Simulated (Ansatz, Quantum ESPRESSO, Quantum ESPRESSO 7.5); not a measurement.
# Evanescent states of LiH, rock salt type, lattice constant set to 3.94 Å

Aim: how fast states decay in the gap of LiH, rock salt type, lattice constant set to 3.94 Å.

Calculated with Quantum ESPRESSO 7.5; plane-wave DFT, LDA, PseudoDojo norm-conserving pseudopotentials (cross-check by Ansatz 0.2.0 with PAW datasets).

**1. The starting structure**

It takes space group Fm-3m (No. 225, cubic). Conventional cell: a = 3.940 Å, b = 3.940 Å, c = 3.940 Å, α = 90.00°, β = 90.00°, γ = 90.00°. Li has 6 H at 1.97 Å nearest. Nearest to H lie 6 Li at 1.97 Å. Farther neighbours are not listed.

**2. Self-consistent run**

pwcond needs a cell whose third axis lies along the current and stands perpendicular to the other two.

scf.in

```
&control
  prefix = 'scf'
  outdir = './out'
  pseudo_dir = './pseudo'
  calculation = 'scf'
  tprnfor = .true.
/
&system
  ibrav = 0
  nat = 4
  ntyp = 2
  ecutwfc = 66
  ecutrho = 264
  occupations = 'fixed'
  nbnd = 8
/
&electrons
  conv_thr = 1e-09
  mixing_beta = 0.6
  electron_maxstep = 120
/
ATOMIC_SPECIES
  Li  6.9400  Li.dojo-sr-lda-0.4.1-standard.upf
  H   1.0080  H.dojo-sr-lda-0.4.1-standard.upf
CELL_PARAMETERS angstrom
  2.78600071787500 0.00000000000000 0.00000000000000
  0.00000000000000 2.78600071787500 0.00000000000000
  0.00000000000000 0.00000000000000 3.94000000000000
ATOMIC_POSITIONS crystal
  Li  0.000000000000 0.000000000000 0.000000000000
  H   0.500000000000 0.500000000000 0.000000000000
  Li  0.500000000000 0.500000000000 0.500000000000
  H   0.000000000000 0.000000000000 0.500000000000
K_POINTS automatic
  8 8 6 0 0 0
```

The run is started by

```sh
OMP_NUM_THREADS=1 mpirun -n 2 pw.x -nk 2 -in scf.in > scf.out
```

What it wrote:

```text
Program PWSCF v.7.5 starts
[citation notice left out]

     Parallel version (MPI & OpenMP), running on       2 processor cores
     Number of MPI processes:                 2
     Threads/MPI process:                     1

     MPI processes distributed on     1 nodes
[...]
Current dimensions of program PWSCF are:
     Max number of different atomic species (ntypx) = 10
     Max number of k-points (npk) =  40000
     Max angular momentum in pseudopotentials (lmaxx) =  4
     Found identity + ( -0.5000 -0.5000 -0.5000) symmetry
     This is a supercell, fractional translations are disabled
     Message from routine setup:
     using ibrav=0 with symmetry is DISCOURAGED, use correct ibrav instead

     K-points division:     npool     =       2
     Subspace diagonalization in iterative solution of the eigenvalue problem:
     a serial algorithm will be used

     G-vector sticks info
     --------------------
     sticks:   dense  smooth     PW     G-vecs:    dense   smooth      PW
     Sum         593     593    177                14879    14879    2589

     Using Slab Decomposition

     bravais-lattice index     =            0
     lattice parameter (alat)  =       5.2648  a.u.
     unit-cell volume          =     206.3741 (a.u.)^3
     number of atoms/cell      =            4
     number of atomic types    =            2
     number of electrons       =         8.00
     number of Kohn-Sham states=            8
     kinetic-energy cutoff     =      66.0000  Ry
     charge density cutoff     =     264.0000  Ry
     scf convergence threshold =      1.0E-09
     mixing beta               =       0.6000
     number of iterations used =            8  plain     mixing
     Exchange-correlation= SLA  PW   NOGX NOGC
                           (   1   4   0   0   0   0   0)

     celldm(1)=   5.264778  celldm(2)=   0.000000  celldm(3)=   0.000000
     celldm(4)=   0.000000  celldm(5)=   0.000000  celldm(6)=   0.000000

     crystal axes: (cart. coord. in units of alat)
               a(1) = (   1.000000   0.000000   0.000000 )
               a(2) = (   0.000000   1.000000   0.000000 )
               a(3) = (   0.000000   0.000000   1.414214 )

     reciprocal axes: (cart. coord. in units 2 pi/alat)
               b(1) = (  1.000000  0.000000  0.000000 )
               b(2) = (  0.000000  1.000000  0.000000 )
               b(3) = (  0.000000  0.000000  0.707107 )

     PseudoPot. # 1 for Li read from file:
     ./pseudo/Li.dojo-sr-lda-0.4.1-standard.upf
     Pseudo is Norm-conserving, Zval =  3.0
     Generated using ONCVPSP code by D. R. Hamann
     Using radial grid of 1944 points,  4 beta functions with:
                l(1) =   0
                l(2) =   0
                l(3) =   1
                l(4) =   1

     PseudoPot. # 2 for H  read from file:
     ./pseudo/H.dojo-sr-lda-0.4.1-standard.upf
     Pseudo is Norm-conserving, Zval =  1.0
     Generated using ONCVPSP code by D. R. Hamann
     Using radial grid of 1180 points,  3 beta functions with:
                l(1) =   0
                l(2) =   0
                l(3) =   1

     atomic species   valence    mass     pseudopotential
     Li                3.00     6.94000     Li( 1.00)
     H                 1.00     1.00800     H ( 1.00)

     16 Sym. Ops., with inversion, found

   Cartesian axes

     site n.     atom                  positions (alat units)
         1        Li     tau(   1) = (   0.0000000   0.0000000   0.0000000  )
         2        H      tau(   2) = (   0.5000000   0.5000000   0.0000000  )
         3        Li     tau(   3) = (   0.5000000   0.5000000   0.7071068  )
         4        H      tau(   4) = (   0.0000000   0.0000000   0.7071068  )

     number of k points=    60
                       cart. coord. in units 2pi/alat
        k(    1) = (   0.0000000   0.0000000   0.0000000), wk =   0.0052083
        k(    2) = (   0.0000000   0.0000000   0.1178511), wk =   0.0104167
        k(    3) = (   0.0000000   0.0000000   0.2357023), wk =   0.0104167
        k(    4) = (   0.0000000   0.0000000  -0.3535534), wk =   0.0052083
        k(    5) = (   0.0000000   0.1250000   0.0000000), wk =   0.0208333
        k(    6) = (   0.0000000   0.1250000   0.1178511), wk =   0.0416667
        k(    7) = (   0.0000000   0.1250000   0.2357023), wk =   0.0416667
        k(    8) = (   0.0000000   0.1250000  -0.3535534), wk =   0.0208333
        k(    9) = (   0.0000000   0.2500000   0.0000000), wk =   0.0208333
        k(   10) = (   0.0000000   0.2500000   0.1178511), wk =   0.0416667
[...]
k(   60) = (  -0.5000000  -0.5000000  -0.3535534), wk =   0.0052083

     Dense  grid:    14879 G-vectors     FFT dimensions: (  27,  27,  40)

     Estimated max dynamical RAM per process >      18.13 MB

     Estimated total dynamical RAM >      32.63 MB

     Initial potential from superposition of free atoms

     starting charge       7.9907, renormalised to       8.0000
     Starting wfcs are    6 randomized atomic wfcs +    2 random wfcs

     total cpu time spent up to now is        0.5 secs

     per-process dynamical memory:    18.8 Mb

     Self-consistent Calculation

     iteration #  1     ecut=    66.00 Ry     beta= 0.60
     Davidson diagonalization with overlap
     ethr =  1.00E-02,  avg # of iterations =  6.1

     total cpu time spent up to now is        0.9 secs

     total energy              =     -30.89300877 Ry
     estimated scf accuracy    <       0.09933555 Ry

     iteration #  2     ecut=    66.00 Ry     beta= 0.60
[...]
total energy              =     -30.89895690 Ry
     estimated scf accuracy    <       0.00312789 Ry

     iteration #  3     ecut=    66.00 Ry     beta= 0.60
[...]
total energy              =     -30.89946395 Ry
     estimated scf accuracy    <       0.00002971 Ry

     iteration #  4     ecut=    66.00 Ry     beta= 0.60
[...]
total energy              =     -30.89946549 Ry
     estimated scf accuracy    <       0.00000131 Ry

     iteration #  5     ecut=    66.00 Ry     beta= 0.60
[...]
total energy              =     -30.89946565 Ry
     estimated scf accuracy    <          3.3E-09 Ry

     iteration #  6     ecut=    66.00 Ry     beta= 0.60
[...]
End of self-consistent calculation

          k = 0.0000 0.0000 0.0000 (  1875 PWs)   bands (ev):

   -42.5012 -42.4180  -4.8399   0.9101   3.4772  11.5558  11.5558  14.9031

          k = 0.0000 0.0000 0.1179 (  1875 PWs)   bands (ev):

   -42.4954 -42.4235  -4.6744  -0.3813   5.2418  11.8132  11.8132  15.1712

          k = 0.0000 0.0000 0.2357 (  1855 PWs)   bands (ev):

   -42.4798 -42.4381  -4.1672  -2.0181   8.2429  12.5820  12.5820  14.5578

          k = 0.0000 0.0000-0.3536 (  1900 PWs)   bands (ev):

   -42.4592 -42.4592  -3.2908  -3.2908  11.5483  11.5483  13.8474  13.8474

          k = 0.0000 0.1250 0.0000 (  1877 PWs)   bands (ev):

   -42.4946 -42.4182  -4.6551   0.7989   3.7743   9.8832  11.8491  16.1303

          k = 0.0000 0.1250 0.1179 (  1862 PWs)   bands (ev):

   -42.4893 -42.4230  -4.4933  -0.3460   5.3366  10.1866  12.1060  14.5427

[...]
highest occupied, lowest unoccupied level (ev):     0.9101    3.4771

!    total energy              =     -30.89946565 Ry
     estimated scf accuracy    <          5.1E-10 Ry

     The total energy is the sum of the following terms:
     one-electron contribution =     -15.29489718 Ry
     hartree contribution      =       6.29414042 Ry
     xc contribution           =      -7.82661950 Ry
     ewald contribution        =     -14.07208939 Ry

     convergence has been achieved in   6 iterations

     Forces acting on atoms (cartesian axes, Ry/au):

     atom    1 type  1   force =     0.00000000    0.00000000    0.00000000
     atom    2 type  2   force =     0.00000000    0.00000000    0.00000000
     atom    3 type  1   force =     0.00000000    0.00000000    0.00000000
     atom    4 type  2   force =     0.00000000    0.00000000    0.00000000

     Total force =     0.000000     Total SCF correction =     0.000000

[...]
=------------------------------------------------------------------------------=
   JOB DONE.
=------------------------------------------------------------------------------=
```

Elapsed: 3 s, on 2 MPI ranks of Intel Xeon 6975P-C (Granite Rapids), shared host; peak memory 0.13 GiB.

Read from the output:

- free energy: -420.4086 eV
- valence top, on the run's zero: 0.9101 eV
- conduction bottom, on the run's zero: 3.477 eV
- gap by band count: 2.567 eV

The run needed 6 iterations to bring the estimated error under 1e-09 Ry.

[end of part 1 of 3]

[Logs are printed without paths, hosts, clocks, repeated set-up lines and the standing remarks that a program may print on its own settings, such as how far it seeks lower states.]

[Hosts, paths, dates, database ids (printed as entryN), source tags and the programs' standing remarks are cut or masked in the printed files.]

[Maps of the electrostatic potential energy from Ansatz leave out the sawtooth potential of an applied field or a dipole correction, so their vacuum need not be flat; planar profiles and work functions include it.]
